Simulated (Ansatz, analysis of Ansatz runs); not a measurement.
**Hyperfine coupling of the [AlO4]0 centre in alpha-quartz (PBE)**

Aim: the hyperfine coupling of the [AlO4]0 centre in alpha-quartz, to be set beside the measurement. Set-up: PBE, 36-site cell, PBE lattice, 420 eV, k: the single point 1/4 1/4 1/4 then 2x2x2 shifted 0.5 0.5 0.5, no spin, started with the impurity moved along one bond. The model is a cell of 36 host atoms with 1 Si taken out and 1 Al put in. The isotropic coupling follows from the spin density at the nucleus, the nuclear g-factor and the total spin.

Measured beforehand: 17O that bears the hole, isotropic, printed as -26.0 G: -72.86 MHz, by EPR (quoted in “Hybrid functional calculations of the Al impurity in α-quartz: Hole localization and electron paramagnetic resonance parameters”, 2011, Roland Gillen and John Robertson, quoting earlier work (1981)). 27Al, isotropic, printed as -5.8 G: -16.25 MHz, by EPR (quoted in “Hybrid functional calculations of the Al impurity in α-quartz: Hole localization and electron paramagnetic resonance parameters”, 2011, Roland Gillen and John Robertson, quoting earlier work (1981)).

Method: plane-wave PAW DFT, PBE; relaxation of all atoms of a defect supercell, in Ansatz 0.2.0.

### Step 1. The structure

The cell holds 36 atoms: 11 Si, 24 O and 1 Al. Cell: a = 7.452 Å, b = 7.452 Å, c = 10.037 Å, α = 70.3°, β = 70.3°, γ = 71.4°. It derives from SiO2 (space group P3_221). Nearest the centre at fractional (0.500, 0.500, 0.515): Al24 at 0.09 Å, O29 at 1.61 Å, O36 at 1.61 Å, O7 at 1.65 Å, O14 at 1.77 Å, Si20 at 3.10 Å, Si21 at 3.10 Å, Si4 at 3.13 Å.

The host's primitive cell comes from a first run (plane-wave PAW DFT, PBE; relaxation of the host's cell and atoms): vectors of 5.018, 5.018 and 5.509 Å. That is 13.35 Å³ an atom, 6.1 % over the diffraction cell's volume. The supercell is built on it.

### Step 2. Relaxation, charge 0

Every later number rests on the structure around the defect, so the atoms are relaxed at the host's lattice first.

relax/input.yaml reads:

```yaml
relax:
  f_tol: 0.02
  max_steps: 80
  random_displacement: { amplitude: 0.01, seed: 284 }
crystal:
  lattice:
    - [-2.50916922, 4.34600858, 5.50897406]
    - [5.01833844, 0.0, 5.50897406]
    - [5.01833844, 8.69201715, 0.0]
  atoms:
    - { symbol: Si, position: [0.095148788, 0.571517879, 0.452425606] }
    - { symbol: Si, position: [0.595148788, 0.071517879, 0.202425606] }
    - { symbol: Si, position: [0.404851212, 0.928482121, 0.035758939] }
    - { symbol: Si, position: [0.904851212, 0.428482121, 0.285758939] }
    - { symbol: Si, position: [0.0, 0.0, 0.261815454] }
    - { symbol: Si, position: [0.5, 0.5, 0.011815454] }
    - { symbol: O, position: [0.317998504, 0.47628538, 0.46906075] }
    - { symbol: O, position: [0.817998504, 0.97628538, 0.21906075] }
    - { symbol: O, position: [0.437678715, 0.023271835, 0.360304081] }
    - { symbol: O, position: [0.937678715, 0.523271835, 0.110304081] }
    - { symbol: O, position: [0.435748606, 0.69186861, 0.074922257] }
    - { symbol: O, position: [0.935748606, 0.19186861, 0.324922257] }
    - { symbol: O, position: [0.182001496, 0.02371462, 0.116202692] }
    - { symbol: O, position: [0.695148484, 0.526232982, 0.355372419] }
    - { symbol: O, position: [0.062321285, 0.476728165, 0.340779356] }
    - { symbol: O, position: [0.562321285, 0.976728165, 0.090779356] }
    - { symbol: O, position: [0.064251394, 0.80813139, 0.388730865] }
    - { symbol: O, position: [0.564251394, 0.30813139, 0.138730865] }
    - { symbol: Si, position: [0.095148788, 0.571517879, 0.952425606] }
    - { symbol: Si, position: [0.595148788, 0.071517879, 0.702425606] }
    - { symbol: Si, position: [0.404851212, 0.928482121, 0.535758939] }
    - { symbol: Si, position: [0.904851212, 0.428482121, 0.785758939] }
    - { symbol: Si, position: [0.0, 0.0, 0.761815454] }
    - { symbol: Al, position: [0.489038791, 0.497909777, 0.52083954] }
    - { symbol: O, position: [0.317998504, 0.47628538, 0.96906075] }
    - { symbol: O, position: [0.817998504, 0.97628538, 0.71906075] }
    - { symbol: O, position: [0.437678715, 0.023271835, 0.860304081] }
    - { symbol: O, position: [0.937678715, 0.523271835, 0.610304081] }
    - { symbol: O, position: [0.435748606, 0.69186861, 0.574922257] }
    - { symbol: O, position: [0.935748606, 0.19186861, 0.824922257] }
    - { symbol: O, position: [0.182001496, 0.02371462, 0.616202692] }
    - { symbol: O, position: [0.682001496, 0.52371462, 0.866202692] }
    - { symbol: O, position: [0.062321285, 0.476728165, 0.840779356] }
    - { symbol: O, position: [0.562321285, 0.976728165, 0.590779356] }
    - { symbol: O, position: [0.064251394, 0.80813139, 0.888730865] }
    - { symbol: O, position: [0.564251394, 0.30813139, 0.638730865] }
basis:
  ecutwfc: 420
  xc_grid: 2
hamiltonian:
  xc: pbe
kpoints:
  mp_grid: { grid: [1, 1, 1], shift: [0.25, 0.25, 0.25] }
scf:
  occupations: { method: fermi_dirac, width: 0.01 }
  max_iter: 100
output:
  forces: true
checkpoint:
  write: "../relax.run"
  compress: false
  write_wavefunctions: true
  write_every: 100000
```

Command:

```sh
$ ansatz run input.yaml --threads 2 --pin off --max-ram 3768MiB --backend cpu --events-out ev --progress --plain --runs-dir out
```

Numbers of over 12 decimals in the logs are rounded to 6 here.

Output:

```text
[... repeated set-up lines and file paths are left out, and long positions are rounded to six places ...]
Engine: ansatz 0.2.0, x86_64-unknown-linux-gnu
Pseudopotentials: kind: paw
Pseudopotential: Si, paw, valence charge 4, recommended cutoff 420 eV (normal), Si.paw.azcp
Pseudopotential: O, paw, valence charge 6, recommended cutoff 420 eV (normal), O.paw.azcp
Pseudopotential: Al, paw, valence charge 3, recommended cutoff 420 eV (normal), Al.paw.azcp
Functional definition: PBE
  parameter kappa = 0.804
  parameter beta = 0.066725
  exchange = pbe_x(kappa = kappa, mu = beta*pi^2/3)
  correlation = pbe_c(beta = beta)
Crystal: 36 atoms, lattice volume = 480.597 Å³
Basis set: ecut = 420 eV, 9403 PW (Γ), exchange–correlation on 100×100×144 points (8 copies of the dense FFT grid, shifted against one another)
Bands: 132, of which v1, the nominal top of the filled ones, is band 96 counted from 1 (95 counted from 0)
Symmetry: 1 space group operations
k-points: 1
Non-local potential: Si, projectors of the file, l = 0: 2, l = 1: 2, l = 2: 2
Non-local potential: O, projectors of the file, l = 0: 2, l = 1: 2, l = 2: 1
Non-local potential: Al, projectors of the file, l = 0: 2, l = 1: 2, l = 2: 1
PAW form: soft (Blöchl's): semilocal exchange-correlation on the pseudo side does not see the compensation charge
PAW one-centre angular grid: Si, 110 points (default); XC on 64 Gauss nodes
PAW one-centre angular grid: O, 110 points (default); XC on 64 Gauss nodes
PAW one-centre angular grid: Al, 110 points (default); XC on 64 Gauss nodes
Initial density: superposition of atomic densities (neutral atoms: chi_scale 0, normalization atom), corrected by the library's trained network
Initial wavefunctions: pseudopotential atomic-orbital guess
Functional: x = pbe(κ = 0.804, μ = 0.219515), c = pbe(β = 0.066725)
SCF iter   1: F=—  HF=-21187.231517 eV  |F-HF|=—  |Δ(HF+E_count)|=         —  Δρ=1.69e-2  dr2=2.07e0  ethr=1.77e-3  ⟨swp⟩=6.0  Hψ=547  notcnv=0  defer=24
preconditioner: auto → LDOS  [insulator: Δε(μ)=5.309 eV  Ē_g=16.613 eV  σ=0.010 eV  W_gap=0.50  n_scr=102 (ndim 8)  ℏωp=23.4 eV  f_vac=0.153  D(μ)=50.00/eV (n_scr^D=646)  ε∞_Penn≈3.0  β→1.0]
SCF iter   2: F=—  HF=-21186.990306 eV  |F-HF|=—  |Δ(HF+E_count)|=   2.41e-1  Δρ=1.52e-2  dr2=1.55e0  ethr=1.08e-3  ⟨swp⟩=2.0  Hψ=158  notcnv=0  defer=30
SCF iter   3: F=—  HF=-21186.943861 eV  |F-HF|=—  |Δ(HF+E_count)|=   4.64e-2  Δρ=1.44e-2  dr2=1.25e0  ethr=8.09e-4  ⟨swp⟩=3.0  Hψ=177  notcnv=0  defer=30
SCF iter   4: F=—  HF=-21186.873736 eV  |F-HF|=—  |Δ(HF+E_count)|=   7.01e-2  Δρ=1.13e-2  dr2=7.66e-1  ethr=6.56e-4  ⟨swp⟩=2.0  Hψ=121  notcnv=0  defer=30
SCF iter   5: F=—  HF=-21186.874127 eV  |F-HF|=—  |Δ(HF+E_count)|=   3.91e-4  Δρ=8.70e-3  dr2=4.11e-1  ethr=4.01e-4  ⟨swp⟩=2.0  Hψ=158  notcnv=0  defer=30
SCF iter   6: F=—  HF=-21186.870218 eV  |F-HF|=—  |Δ(HF+E_count)|=   3.91e-3  Δρ=6.78e-3  dr2=2.62e-1  ethr=2.15e-4  ⟨swp⟩=2.0  Hψ=108  notcnv=0  defer=30
SCF iter   7: F=—  HF=-21186.857462 eV  |F-HF|=—  |Δ(HF+E_count)|=   1.28e-2  Δρ=4.94e-3  dr2=1.40e-1  ethr=1.37e-4  ⟨swp⟩=2.0  Hψ=108  notcnv=0  defer=30
SCF iter   8: F=—  HF=-21186.854361 eV  |F-HF|=—  |Δ(HF+E_count)|=   3.10e-3  Δρ=5.02e-3  dr2=1.19e-1  ethr=7.34e-5  ⟨swp⟩=2.0  Hψ=108  notcnv=0  defer=30
SCF iter   9: F=—  HF=-21186.848152 eV  |F-HF|=—  |Δ(HF+E_count)|=   6.21e-3  Δρ=4.17e-3  dr2=9.12e-2  ethr=6.23e-5  ⟨swp⟩=2.0  Hψ=108  notcnv=0  defer=30
SCF iter  10: F=—  HF=-21186.845997 eV  |F-HF|=—  |Δ(HF+E_count)|=   2.15e-3  Δρ=3.20e-3  dr2=5.77e-2  ethr=4.78e-5  ⟨swp⟩=2.0  Hψ=108  notcnv=0  defer=30
SCF iter  11: F=—  HF=-21186.844076 eV  |F-HF|=—  |Δ(HF+E_count)|=   1.92e-3  Δρ=2.54e-3  dr2=3.63e-2  ethr=3.02e-5  ⟨swp⟩=2.0  Hψ=108  notcnv=0  defer=30
SCF iter  12: F=—  HF=-21186.841724 eV  |F-HF|=—  |Δ(HF+E_count)|=   2.35e-3  Δρ=1.42e-3  dr2=1.29e-2  ethr=1.90e-5  ⟨swp⟩=2.0  Hψ=108  notcnv=0  defer=30
SCF iter  13: F=—  HF=-21186.840679 eV  |F-HF|=—  |Δ(HF+E_count)|=   1.04e-3  Δρ=8.70e-4  dr2=4.07e-3  ethr=6.78e-6  ⟨swp⟩=2.0  Hψ=158  notcnv=0  defer=30
SCF iter  14: F=—  HF=-21186.841070 eV  |F-HF|=—  |Δ(HF+E_count)|=   3.91e-4  Δρ=5.67e-4  dr2=2.05e-3  ethr=2.13e-6  ⟨swp⟩=3.0  Hψ=181  notcnv=0  defer=30
SCF iter  15: F=—  HF=-21186.840942 eV  |F-HF|=—  |Δ(HF+E_count)|=   1.29e-4  Δρ=4.37e-4  dr2=1.08e-3  ethr=1.07e-6  ⟨swp⟩=1.0  Hψ=102  notcnv=0  defer=30
SCF iter  16: F=—  HF=-21186.840844 eV  |F-HF|=—  |Δ(HF+E_count)|=   9.77e-5  Δρ=3.26e-4  dr2=5.71e-4  ethr=5.67e-7  ⟨swp⟩=1.0  Hψ=102  notcnv=0  defer=30
SCF iter  17: F=—  HF=-21186.840800 eV  |F-HF|=—  |Δ(HF+E_count)|=   4.39e-5  Δρ=2.16e-4  dr2=2.66e-4  ethr=2.99e-7  ⟨swp⟩=2.0  Hψ=169  notcnv=0  defer=30
SCF iter  18: F=—  HF=-21186.840784 eV  |F-HF|=—  |Δ(HF+E_count)|=   1.63e-5  Δρ=1.79e-4  dr2=2.04e-4  ethr=1.39e-7  ⟨swp⟩=1.0  Hψ=102  notcnv=0  defer=30
SCF iter  19: F=—  HF=-21186.840768 eV  |F-HF|=—  |Δ(HF+E_count)|=   1.61e-5  Δρ=1.34e-4  dr2=1.14e-4  ethr=1.07e-7  ⟨swp⟩=1.0  Hψ=102  notcnv=0  defer=30
SCF iter  20: F=—  HF=-21186.840762 eV  |F-HF|=—  |Δ(HF+E_count)|=   5.25e-6  Δρ=9.90e-5  dr2=5.41e-5  ethr=5.95e-8  ⟨swp⟩=1.0  Hψ=102  notcnv=0  defer=30
SCF iter  21: F=—  HF=-21186.840759 eV  |F-HF|=—  |Δ(HF+E_count)|=   3.01e-6  Δρ=8.61e-5  dr2=4.34e-5  ethr=2.83e-8  ⟨swp⟩=3.0  Hψ=177  notcnv=0  defer=30
SCF iter  22: F=—  HF=-21186.840757 eV  |F-HF|=—  |Δ(HF+E_count)|=   2.62e-6  Δρ=6.14e-5  dr2=2.39e-5  ethr=2.27e-8  ⟨swp⟩=1.0  Hψ=102  notcnv=0  defer=30
SCF iter  23: F=—  HF=-21186.840755 eV  |F-HF|=—  |Δ(HF+E_count)|=   1.91e-6  Δρ=4.41e-5  dr2=1.36e-5  ethr=1.25e-8  ⟨swp⟩=1.0  Hψ=102  notcnv=0  defer=30
SCF iter  24: F=-21186.840747 eV  HF=-21186.840753 eV  |F-HF|=5.94e-6  |Δ(HF+E_count)|=   1.45e-6  Δρ=3.32e-5  dr2=6.82e-6  ethr=5.24e-9  ⟨swp⟩=4.0  Hψ=390  notcnv=0
SCF 1 converged in 24 iterations: F = -21186.840747 eV  dr2 = 6.82e-6
  greatest PAW one-centre occupation: 0.869 electrons in one spin orbital (limit 2), on the O atom at site 13 (counted from 0), in its partial waves of l = 0
relax step   1: F+E_penalty+E_count = -21186.84074742 eV  Δ(F+E_penalty+E_count) = +0.000e0 eV  max|allowed force component| = 4.684e0 eV/Å  Δτ_max = 0.0000 Å  (24 SCF iters, dr2 threshold 1.00e-5 eV, accepted)
[... the SCF cycles and remarks between the steps are left out from here to the last step ...]
relax step   2: F+E_penalty+E_count = -21187.57517129 eV  Δ(F+E_penalty+E_count) = -7.344e-1 eV  max|allowed force component| = 2.626e0 eV/Å  Δτ_max = 0.0563 Å  (14 SCF iters, dr2 threshold 1.00e-4 eV, accepted)
relax step   3: F+E_penalty+E_count = -21188.09837361 eV  Δ(F+E_penalty+E_count) = -5.232e-1 eV  max|allowed force component| = 1.632e-1 eV/Å  Δτ_max = 0.1143 Å  (14 SCF iters, dr2 threshold 1.00e-4 eV, accepted)
relax step   4: F+E_penalty+E_count = -21188.08770340 eV  Δ(F+E_penalty+E_count) = +1.067e-2 eV  max|allowed force component| = 3.624e-1 eV/Å  Δτ_max = 0.0707 Å  (17 SCF iters, dr2 threshold 1.66e-6 eV, rejected (line search))
relax step   5: F+E_penalty+E_count = -21188.10599286 eV  Δ(F+E_penalty+E_count) = -7.619e-3 eV  max|allowed force component| = 6.727e-2 eV/Å  Δτ_max = 0.0277 Å  (22 SCF iters, accepted)
relax step   6: F+E_penalty+E_count = -21188.10252332 eV  Δ(F+E_penalty+E_count) = +3.470e-3 eV  max|allowed force component| = 2.853e-1 eV/Å  Δτ_max = 0.0537 Å  (20 SCF iters, rejected (line search))
relax step   7: F+E_penalty+E_count = -21188.10845174 eV  Δ(F+E_penalty+E_count) = -2.459e-3 eV  max|allowed force component| = 4.986e-2 eV/Å  Δτ_max = 0.0260 Å  (19 SCF iters, accepted)
relax step   8: F+E_penalty+E_count = -21188.10875587 eV  Δ(F+E_penalty+E_count) = -3.041e-4 eV  max|allowed force component| = 1.629e-2 eV/Å  Δτ_max = 0.0101 Å  (12 SCF iters, dr2 threshold 4.22e-7 eV, accepted)
iter 1 solved again at ethr=9.91e-11 eV; its pass at ethr=3.10e-3 eV (dr2=1.89e-7 eV) is discarded
SCF iter   1: F=—  HF=-21188.109063 eV  |F-HF|=—  |Δ(HF+E_count)|=         —  Δρ=7.04e-6  dr2=1.97e-7  ethr=9.91e-11  ⟨swp⟩=2.0  Hψ=391  notcnv=0  defer=30
SCF iter   2: F=—  HF=-21188.108756 eV  |F-HF|=—  |Δ(HF+E_count)|=   3.07e-4  Δρ=6.82e-6  dr2=1.85e-7  ethr=9.91e-11  ⟨swp⟩=3.0  Hψ=221  notcnv=0  defer=30
SCF iter   3: F=—  HF=-21188.108756 eV  |F-HF|=—  |Δ(HF+E_count)|=   1.64e-9  Δρ=5.14e-6  dr2=1.40e-7  ethr=9.68e-11  ⟨swp⟩=1.0  Hψ=102  notcnv=0  defer=30
SCF iter   4: F=-21188.108756 eV  HF=-21188.108756 eV  |F-HF|=6.01e-8  |Δ(HF+E_count)|=   1.59e-8  Δρ=5.46e-6  dr2=9.99e-8  ethr=5.24e-11  ⟨swp⟩=3.0  Hψ=387  notcnv=0
SCF 9 converged in 4 iterations: F = -21188.108756 eV  dr2 = 9.99e-8
relax step   9: F+E_penalty+E_count = -21188.10875593 eV  Δ(F+E_penalty+E_count) = -6.314e-8 eV  max|allowed force component| = 1.625e-2 eV/Å  Δτ_max = 0.0000 Å  (4 SCF iters, accepted)
NSCF: frozen V_eff on 1 k-points
the band table was solved once a step of the walk had ended and its energy, with any forces and stress, was formed, with the checks that follow a solve (719 applications of the Hamiltonian). They found nothing against the state; [...]
SCF converged after 4 iterations
Free energy (F): -21188.108756 eV
Harris-Foulkes:  -21188.108756 eV  (|F-HF|=6.01e-8)
Internal energy: -21188.094888 eV  (E = F + TS)
E sigma→0 (E₀):  -21188.101822 eV
Entropy (-TS):   -0.013868 eV (-0.385 meV/atom)
Fermi energy:    2.038936 eV
--- Per-component energies (eV) ---
  E_band       = -907.042875
  E_kinetic    = 4792.086594
  E_local      = -12105.162846  (includes V_loc(G=0)·N_el)
  E_nonlocal   = 1425.709543
  E_hartree    = 4358.230249
  E_xc         = -2430.445032
  E_vxc        = -2820.116510  (∫ρ·V_xc dr)
  E_paw        = -9925.924421  (= ΣΔE_a)
  E_vpaw       = -916.081826  (= ΣTr[D̂ρ^β])
  E_aug_tail   = 0.061908  (compensation charges beyond the density's cutoff)
  E_ewald      = -7302.650884
  E_smearing   = -0.013868  (= −TS)
  E_closure    = -0.000000  (closes the sum)
  Σ components = -21188.108756   (vs F -21188.108756, Δ=0.00e0)
--- Forces (eV/Å), atoms counted from 1 ---
  atom   1  Si     0.00124296     0.00576736    -0.00374644
  atom   2  Si    -0.00082309    -0.00413744     0.01299137
  atom   3  Si     0.00023632    -0.00388594     0.00496987
  atom   4  Si     0.00395173    -0.00367663    -0.00144875
  atom   5  Si    -0.00381121    -0.00376532    -0.00282951
  atom   6  Si    -0.00914382     0.01625235    -0.00248779
  atom   7  O     -0.00176390     0.00196630     0.00214869
  atom   8  O      0.00140691     0.00128580     0.00165075
  atom   9  O      0.00100994     0.00063570    -0.00324349
  atom  10  O     -0.00386764     0.00457937    -0.00200518
  atom  11  O      0.00281355    -0.00238200    -0.00245536
  atom  12  O     -0.00348636     0.00318483     0.00061602
  atom  13  O      0.00442426    -0.00045141    -0.00083562
  atom  14  O      0.00081243     0.00140497    -0.00411613
  atom  15  O     -0.00202961    -0.00169877    -0.00060064
  atom  16  O     -0.00114910     0.00261474    -0.00025756
  atom  17  O      0.00054362     0.00217289     0.00246062
  atom  18  O     -0.00126920    -0.00557257    -0.00053886
  atom  19  Si     0.01307528    -0.01625090     0.00036655
  atom  20  Si     0.01275274     0.00502662    -0.00452641
  atom  21  Si     0.00597371     0.01089644     0.00122502
  atom  22  Si    -0.00236876     0.00402206     0.00301558
  atom  23  Si     0.00055045     0.01494139    -0.00161173
  atom  24  Al    -0.00073478    -0.00630853     0.00617607
  atom  25  O     -0.00441099     0.00023053     0.00087238
  atom  26  O      0.00158621    -0.00445570    -0.00133081
  atom  27  O     -0.00515306    -0.00037595     0.00574560
  atom  28  O     -0.00067287    -0.00126893     0.00156437
  atom  29  O      0.00560365    -0.00126726    -0.00292269
  atom  30  O     -0.00350275    -0.00270799    -0.00361792
  atom  31  O     -0.00374592    -0.00367194     0.00397150
  atom  32  O      0.00111926    -0.00339819    -0.00328857
  atom  33  O      0.00118074     0.00211570    -0.00291755
  atom  34  O     -0.00083463    -0.00795565    -0.00181063
  atom  35  O     -0.00439487    -0.00009619    -0.00069359
  atom  36  O     -0.00512260    -0.00378114    -0.00051306
  max |Σ_I F_I| component: 2.39e-5 eV/Å
--- Band table (eV) ---
  k-point 0: bands = ["-17.2115", "-16.8676", "-16.7677", "-16.6204", [... 124 left out ...] "13.5374", "13.6593", "13.7454", "13.8074"]
--- Relaxed structure (9 steps of the walk, 7 accepted, 0 SCFs on fresh bases) ---
  F+E_penalty+E_count = -21188.10875593 eV   max|allowed force component| = 1.625e-2 eV/Å
  atoms:
    - { symbol: Si, position: [0.088809, 0.570208, 0.451150] }
    - { symbol: Si, position: [0.592487, 0.068975, 0.204434] }
    - { symbol: Si, position: [0.402806, 0.919951, 0.040117] }
    - { symbol: Si, position: [0.904218, 0.432028, 0.277220] }
    - { symbol: Si, position: [-0.003250, -0.000796, 0.262093] }
    - { symbol: Si, position: [0.500532, 0.497376, 0.010097] }
    - { symbol: O, position: [0.305777, 0.471363, 0.472976] }
    - { symbol: O, position: [0.815701, 0.973636, 0.219565] }
    - { symbol: O, position: [0.434565, 0.033252, 0.362986] }
    - { symbol: O, position: [0.945178, 0.516500, 0.100153] }
    - { symbol: O, position: [0.428519, 0.684248, 0.079680] }
    - { symbol: O, position: [0.933809, 0.194180, 0.321110] }
    - { symbol: O, position: [0.179797, 0.019361, 0.116921] }
    - { symbol: O, position: [0.686717, 0.535230, 0.354534] }
    - { symbol: O, position: [0.060248, 0.482646, 0.333035] }
    - { symbol: O, position: [0.557259, 0.966903, 0.098653] }
    - { symbol: O, position: [0.057139, 0.808314, 0.390890] }
    - { symbol: O, position: [0.566861, 0.303769, 0.134352] }
    - { symbol: Si, position: [0.102959, 0.570677, 0.943835] }
    - { symbol: Si, position: [0.602799, 0.066059, 0.708273] }
    - { symbol: Si, position: [0.401208, 0.939980, 0.539032] }
    - { symbol: Si, position: [0.903114, 0.430924, 0.783095] }
    - { symbol: Si, position: [0.002608, 0.001884, 0.764859] }
    - { symbol: Al, position: [0.500418, 0.501920, 0.515857] }
    - { symbol: O, position: [0.324657, 0.470416, 0.962051] }
    - { symbol: O, position: [0.825389, 0.962252, 0.725944] }
    - { symbol: O, position: [0.443092, 0.010002, 0.864201] }
    - { symbol: O, position: [0.926770, 0.520063, 0.607680] }
    - { symbol: O, position: [0.421883, 0.707614, 0.584342] }
    - { symbol: O, position: [0.929239, 0.193472, 0.830087] }
    - { symbol: O, position: [0.179808, 0.044099, 0.617900] }
    - { symbol: O, position: [0.684324, 0.529959, 0.867162] }
    - { symbol: O, position: [0.067199, 0.483972, 0.828413] }
    - { symbol: O, position: [0.566623, 0.982110, 0.590676] }
    - { symbol: O, position: [0.076951, 0.807984, 0.886896] }
    - { symbol: O, position: [0.578649, 0.298342, 0.648596] }
```

Wall time 43 s (2 threads of Intel Xeon Platinum 8375C at 2.90GHz (Ice Lake), shared host); peak memory 0.74 GiB.

The run converged, but on settings that a careful run would not use, so its numbers are not the defect's.

[end of part 1 of 2]

[Logs are printed without paths, hosts, clocks, repeated set-up lines and the standing remarks that a program may print on its own settings, such as how far it seeks lower states.]

[Hosts, paths, dates, database ids (printed as entryN), source tags and the programs' standing remarks are cut or masked in the printed files.]

[For some hosts the program warned that the k-mesh of the response run may be too coarse for force constants and the static dielectric constant; such warnings are not shown here.]
